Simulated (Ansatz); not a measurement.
# HfMg6Tl: relaxing a made-up structure, part 2 of 2

This structure for HfMg6Tl is made up. Its elements were placed in a known structure type with a cell scaled to their sizes. What cell does the guess relax to, and how far off was it?

Ansatz 0.2.0; DFT, PBEsol, plane-wave PAW, files of the set soft_1, scalar-relativistic, no spin, cell and ions relaxed at zero pressure; PAW set soft_1 (the session's first sound run).

So far: Starting point; Relaxing cell and atoms. The relaxed cell has a, b, c = 4.985, 6.323, 11.151 Å (conventional setting).

### 3. Electronic structure of the relaxed cell

With the geometry fixed, one more self-consistent run, with a narrower smearing and the mesh shown in its input, gives the bands, and its pressure, and its forces where symmetry allows any, show how far the geometry depends on these settings.

This step: DFT, PBEsol, plane-wave PAW, files of the set soft_1, scalar-relativistic, no spin, bands and density of states at the relaxed cell; PAW set soft_1 (Ansatz 0.2.0).

input.yaml

```yaml
crystal:
  lattice:
    - [4.9849025195, 0.0, 0.0]
    - [0.0, 3.1612983051, 5.5757437737]
    - [0.0, -3.1612983051, 5.5757437737]
  atoms:
    - { symbol: Tl, position: [0.5, 0.6727935207, 0.6727935207] }
    - { symbol: Hf, position: [0.0, 0.824365833, 0.824365833] }
    - { symbol: Mg, position: [0.5, 0.1732238938, 0.1732238938] }
    - { symbol: Mg, position: [0.5, 0.673333088, 0.1639013648] }
    - { symbol: Mg, position: [0.5, 0.1639013648, 0.673333088] }
    - { symbol: Mg, position: [0.0, 0.332020928, 0.332020928] }
    - { symbol: Mg, position: [0.0, 0.8313217419, 0.3194396297] }
    - { symbol: Mg, position: [0.0, 0.3194396297, 0.8313217419] }
kpoints:
  mp_grid: { grid: [6, 6, 6] }
  band_path:
    path:
      - [[0.0, 0.0, 0.0], [0.0, 0.3303647, -0.3303647], [0.0, 0.0, -0.5], [-0.5, 0.0, -0.5], [-0.5, 0.3303647, -0.3303647], [-0.5, 0.0, 0.0], [0.0, 0.0, 0.0], [0.0, -0.5, -0.5], [0.0, -0.3303647, -0.6696353], [-0.5, -0.3303647, -0.6696353], [-0.5, -0.5, -0.5], [0.0, -0.5, -0.5]]
      - [[-0.5, 0.0, 0.0], [-0.5, -0.5, -0.5]]
    npoints: 6
scf:
  occupations: { method: fermi_dirac, width: 0.03 }
  n_extra_bands: 12
hamiltonian:
  xc: pbesol
  pseudopotentials: { kind: paw, azcp: { folder: soft_1 }, xc_functional: pbe }
output:
  forces: true
  stress: true
  write_bands: true
  dos: { projected: true }
  write_density: true
  write_potential: true
  elf: true
  volumetric_format: npy
```

Launch:

```
$ ansatz run input.yaml --threads 4 --pin off --max-ram 10240MiB --backend cpu --events-out ev --progress --plain --runs-dir out
```

Numbers of over 12 decimals in the logs are rounded to 6 here.

The log of the run:

```text
[...]
Crystal: 8 atoms, lattice volume = 175.734 Å³
Basis set: ecut = 420 eV, 3441 PW (Γ), exchange–correlation on 72×90×90 points (8 copies of the dense FFT grid, shifted against one another)
Bands: 62, of which v1, the nominal top of the filled ones, is band 50 counted from 1 (49 counted from 0)
Symmetry: 4 space group operations
[...]
k-points: 52 of 216 (time reversal used)
[...]
SCF iter   1: F=—  HF=-38369.464606 eV  |F-HF|=—  |Δ(HF+E_count)|=         —  Δρ=3.11e-2  dr2=5.83e0  ethr=3.10e-3  ⟨swp⟩=6.4  Hψ=13694  notcnv=0  defer=19
[...]
SCF iter  10: F=-38368.322812 eV  HF=-38368.322812 eV  |F-HF|=2.91e-8  |Δ(HF+E_count)|=   7.68e-8  Δρ=3.39e-6  dr2=3.30e-8  ethr=1.01e-10  ⟨swp⟩=15.5  Hψ=23824  notcnv=0
SCF 1 converged in 10 iterations: F = -38368.322812 eV  dr2 = 3.30e-8
[...]
NSCF: frozen V_eff on 74 k-points
SCF converged after 10 iterations
Free energy (F): -38368.322812 eV
[...]
Internal energy: -38368.308861 eV  (E = F + TS)
E sigma→0 (E₀):  -38368.315836 eV
Entropy (-TS):   -0.013951 eV (-1.744 meV/atom)
Fermi energy:    8.483041 eV
[...]
--- Forces (eV/Å), atoms counted from 1 ---
  atom   1  Tl     0.00000000     0.00000000    -0.02602630
  atom   2  Hf     0.00000000     0.00000000    -0.00328744
  atom   3  Mg     0.00000000     0.00000000     0.00519170
  atom   4  Mg     0.00000000    -0.03252790     0.00125895
  atom   5  Mg     0.00000000     0.03252790     0.00125895
  atom   6  Mg     0.00000000     0.00000000     0.01231432
  atom   7  Mg    -0.00000000    -0.01481906     0.00465083
  atom   8  Mg     0.00000000     0.01481906     0.00465083
  max |Σ_I F_I| component: 1.18e-5 eV/Å
--- Stress (GPa, compression-positive) ---
       -0.070996       0.000000       0.000000
        0.000000       0.157364       0.000000
        0.000000       0.000000       0.031577
  P = ⅓ Tr σ = 0.0393 GPa (0.393 kbar)
--- Band table (eV; the first three rows and the last of 52) ---
  k-point 0: bands = [... 46 lower, 6.6262, 6.8630, 7.4929, 8.2705, 8.7038, 9.9153, 9.9815, 10.7574, ... 8 higher]
  k-point 1: bands = [... 46 lower, 6.9288, 7.3235, 7.9990, 8.2162, 8.6665, 9.8234, 9.9278, 10.4031, ... 8 higher]
  k-point 2: bands = [... 46 lower, 7.4448, 8.0840, 8.3715, 8.5344, 8.8148, 9.2771, 9.7586, 10.4958, ... 8 higher]
  k-point 51: bands = [... 46 lower, 6.1145, 7.0990, 8.5001, 8.9091, 9.2450, 9.5765, 10.2052, 10.3048, ... 8 higher]
```

Run time: 32 s. Hardware: 4 threads of Arm Neoverse V1, shared host; peak memory 0.99 GiB; 2.1 min of CPU time.

The column dr2 measures how far the density is from self-consistency, as an energy; F and HF (Harris–Foulkes) agree once it is small.

This step gave:

```
free energy             : -38368.3228 eV
energy at zero smearing : -38368.3158 eV
smearing term TS        : 0.01395 eV
Fermi energy            : 8.483 eV
pressure                : 0.03931 GPa
```

From bands.tsv, the bands that come nearest the Fermi level along the path, at its corners, in eV from the Fermi level:

| point | band 46 | band 47 | band 48 | band 49 | band 50 | band 51 | band 52 | band 53 |
| --- | --- | --- | --- | --- | --- | --- | --- | --- |
| Γ | -2.12 | -1.86 | -1.62 | -0.99 | -0.21 | 0.22 | 1.43 | 1.50 |
| X | -1.30 | -1.18 | -0.64 | -0.09 | 0.35 | 0.53 | 0.71 | 1.39 |
| S | -1.27 | -0.73 | -0.49 | -0.05 | 0.23 | 0.29 | 1.02 | 1.51 |
| R | -2.41 | -2.09 | -1.80 | -0.11 | 0.63 | 0.75 | 0.83 | 1.83 |
| A | -3.71 | -0.61 | -0.48 | -0.22 | -0.05 | 0.01 | 0.69 | 2.33 |
| Z | -1.64 | -1.29 | -1.22 | -1.11 | -0.94 | -0.73 | -0.37 | -0.23 |
| Γ | -2.12 | -1.86 | -1.62 | -0.99 | -0.21 | 0.22 | 1.43 | 1.50 |
| Y | -1.30 | -0.64 | -0.41 | -0.02 | 0.09 | 0.57 | 1.35 | 1.60 |
| X1 | -1.30 | -1.18 | -0.64 | -0.09 | 0.35 | 0.53 | 0.71 | 1.39 |
| A1 | -3.71 | -0.61 | -0.48 | -0.22 | -0.05 | 0.01 | 0.69 | 2.33 |
| T | -2.51 | -2.37 | -1.38 | 0.02 | 0.43 | 0.76 | 1.09 | 1.72 |
| Y | -1.30 | -0.64 | -0.41 | -0.02 | 0.09 | 0.57 | 1.35 | 1.60 |
| Z | -1.64 | -1.29 | -1.22 | -1.11 | -0.94 | -0.73 | -0.37 | -0.23 |
| T | -2.51 | -2.37 | -1.38 | 0.02 | 0.43 | 0.76 | 1.09 | 1.72 |

Counts of states for the cell as run, both spins, by energy window (eV from the Fermi level):

```csv
from,to,total
-8,-7,1.69
-7,-6,0.00
-6,-5,1.58
-5,-4,1.84
-4,-3,2.39
-3,-2,2.81
-2,-1,4.02
-1,0,4.33
0,1,4.73
1,2,3.90
2,3,4.12
3,4,5.23
```

Below -8 eV lie 80.3 more states.

Electrostatic potential energy in the ac plane of the conventional cell at fractional y = 0.000, with atoms of Tl and Hf and Mg within 0.2 Å of it. With pseudopotentials it is smooth inside the atoms' cores, unlike the true potential.

Ten even steps from '_' (-46 eV) to '@' (11 eV), each cell a mean:
```
@@@@@@@@@@@@@@@@@@@@@@@@@@@@
%%%%@@@@@@@@@@@@@@@@@@@@%%%%
==++##%%@@@@@@@@@@@@@@%%**==
++--++%%@@@@@@@@@@@@%%**--==
++--++%%@@@@@@@@@@@@%%**--==
==++##%%@@%%##**##%%@@%%**==
##%%@@@@##==::::--**%%@@%%%%
@@@@@@@@**::::::..==%%@@@@@@
@@@@@@@@##--....::++%%@@@@@@
@@@@@@@@@@##++==**%%@@@@@@@@
@@@@@@@@@@@@@@@@@@@@@@@@@@@@
@@@@@@@@@@@@@@@@@@@@@@@@@@@@
@@@@@@@@@@@@@@@@@@@@@@@@@@@@
%%@@@@@@@@@@@@@@@@@@@@@@@@%%
--**%%@@@@@@@@@@@@@@@@@@##==
__..**@@@@@@@@@@@@@@@@%%--__
__::##@@@@@@@@@@@@@@@@%%==__
++##%%@@@@@@%%%%%%@@@@@@%%**
@@@@@@@@%%**::::==%%@@@@@@@@
@@@@@@@@%%--______**@@@@@@@@
@@@@@@@@%%++..__::##@@@@@@@@
@@@@@@@@@@%%####%%@@@@@@@@@@
@@@@@@@@@@@@@@@@@@@@@@@@@@@@
@@@@@@@@@@@@@@@@@@@@@@@@@@@@
```
Columns run along a (5.0 Å; values clipped at the 3rd and 97th percentile), rows up along c (11.2 Å), edges of the conventional cell, whose origin can differ from the input's. Atoms in or near the plane, at fractional coordinates: Tl at (0.50, 0.67), Hf at (0.00, 0.82), Mg at (0.50, 0.17), Mg at (0.00, 0.33).

Valence density in the ac plane of the conventional cell at fractional y = 0.000, with atoms of Tl and Hf and Mg within 0.2 Å of it. It is the smooth field of the valence electrons, not physical close to the nuclei.

Ten steps, logarithmic in the rise over the least value, from '0' (0 e/Å³) to '9' (37 e/Å³), each cell a mean:
```
00000000000000
10000000000001
53100000000024
97310000000159
97310000000259
54100122110125
11001344421001
00012456531000
00002455421000
00000233210000
00000000000000
00000000000000
00000000000000
00000000000000
42000000000003
86100000000037
75000000000027
20000000000001
00000145200000
00000389610000
00000267400000
00000001000000
00000000000000
00000000000000
```
Columns run along a (5.0 Å), rows up along c (11.2 Å), edges of the conventional cell, whose origin can differ from the input's. Atoms in or near the plane, at fractional coordinates: Tl at (0.50, 0.67), Hf at (0.00, 0.82), Mg at (0.50, 0.17), Mg at (0.00, 0.33).

ELF in the ac plane of the conventional cell at fractional y = 0.000, with atoms of Tl and Hf and Mg within 0.2 Å of it. It is the smooth field of the valence electrons, not physical close to the nuclei.

Ten even steps from '_' (0.03) to '@' (0.85), each cell a mean:
```
--==++++++++++++++++++++====
::..::--++++++++++++==::....
##++::..==++******++::..==**
@@@@++..::++****++==..--##@@
@@@@++..::========--..--##@@
##++::::--====--====--::==**
::::::====--::..::====--::::
--========::______--======--
++++++====--..__::--==++++++
++++++======----========++++
----------------------------
----::::::--------::::::----
----------------------------
....--==++++++++++++==--::..
::....==************++::__::
::--..::************==..::::
::::__--******++****++..::--
....::++++--....::==++--....
----++++::..::::....==**==--
++++**==..::::..--..::****++
++****++....--::::..--****++
********==........::++******
********++++==--==++********
********++++++++++++********
```
Columns run along a (5.0 Å), rows up along c (11.2 Å), edges of the conventional cell, whose origin can differ from the input's. Atoms in or near the plane, at fractional coordinates: Tl at (0.50, 0.67), Hf at (0.00, 0.82), Mg at (0.50, 0.17), Mg at (0.00, 0.33).

### 4. Results

```json
{
 "space group, relaxed": "Amm2",
 "conventional cell": "a = 4.985, b = 6.323, c = 11.151 Å; α = 90.0°, β = 90.0°, γ = 90.0°",
 "volume per atom": "21.97 Å³ (guess 22.87)"
}
```

What this shows: HfMg6Tl relaxes to Amm2 with a = 4.985, b = 6.323 and c = 11.151 Å. The guessed volume was 4 % too large. The space group Amm2 was held in the relaxation, so the end point is a stationary structure within it and may be a saddle against distortions or other arrangements. Bands cross the Fermi level, so it is a metal or semimetal at this level. The electron count is odd, which forces that without spin polarisation or a larger cell. On the 6×6×6 mesh with the narrower smearing (relaxed on 6×5×5) the largest force component is 0.033 eV/Å and the largest stress component is 0.157 GPa, against the relaxation's thresholds of 0.015 eV/Å and 0.05 GPa. The cutoff wasn't tested. Spin-orbit coupling is left out, which can matter for elements this heavy. No dispersion term is used, so weakly bound directions may come out too long. Nothing here tests whether the compound is stable against decomposition.

[Logs are printed without paths, hosts, clocks, repeated set-up lines and the standing remarks that a program may print on its own settings, such as how far it seeks lower states.]

[Hosts, paths, dates, database ids (printed as entryN), source tags and the programs' standing remarks are cut or masked in the printed files.]
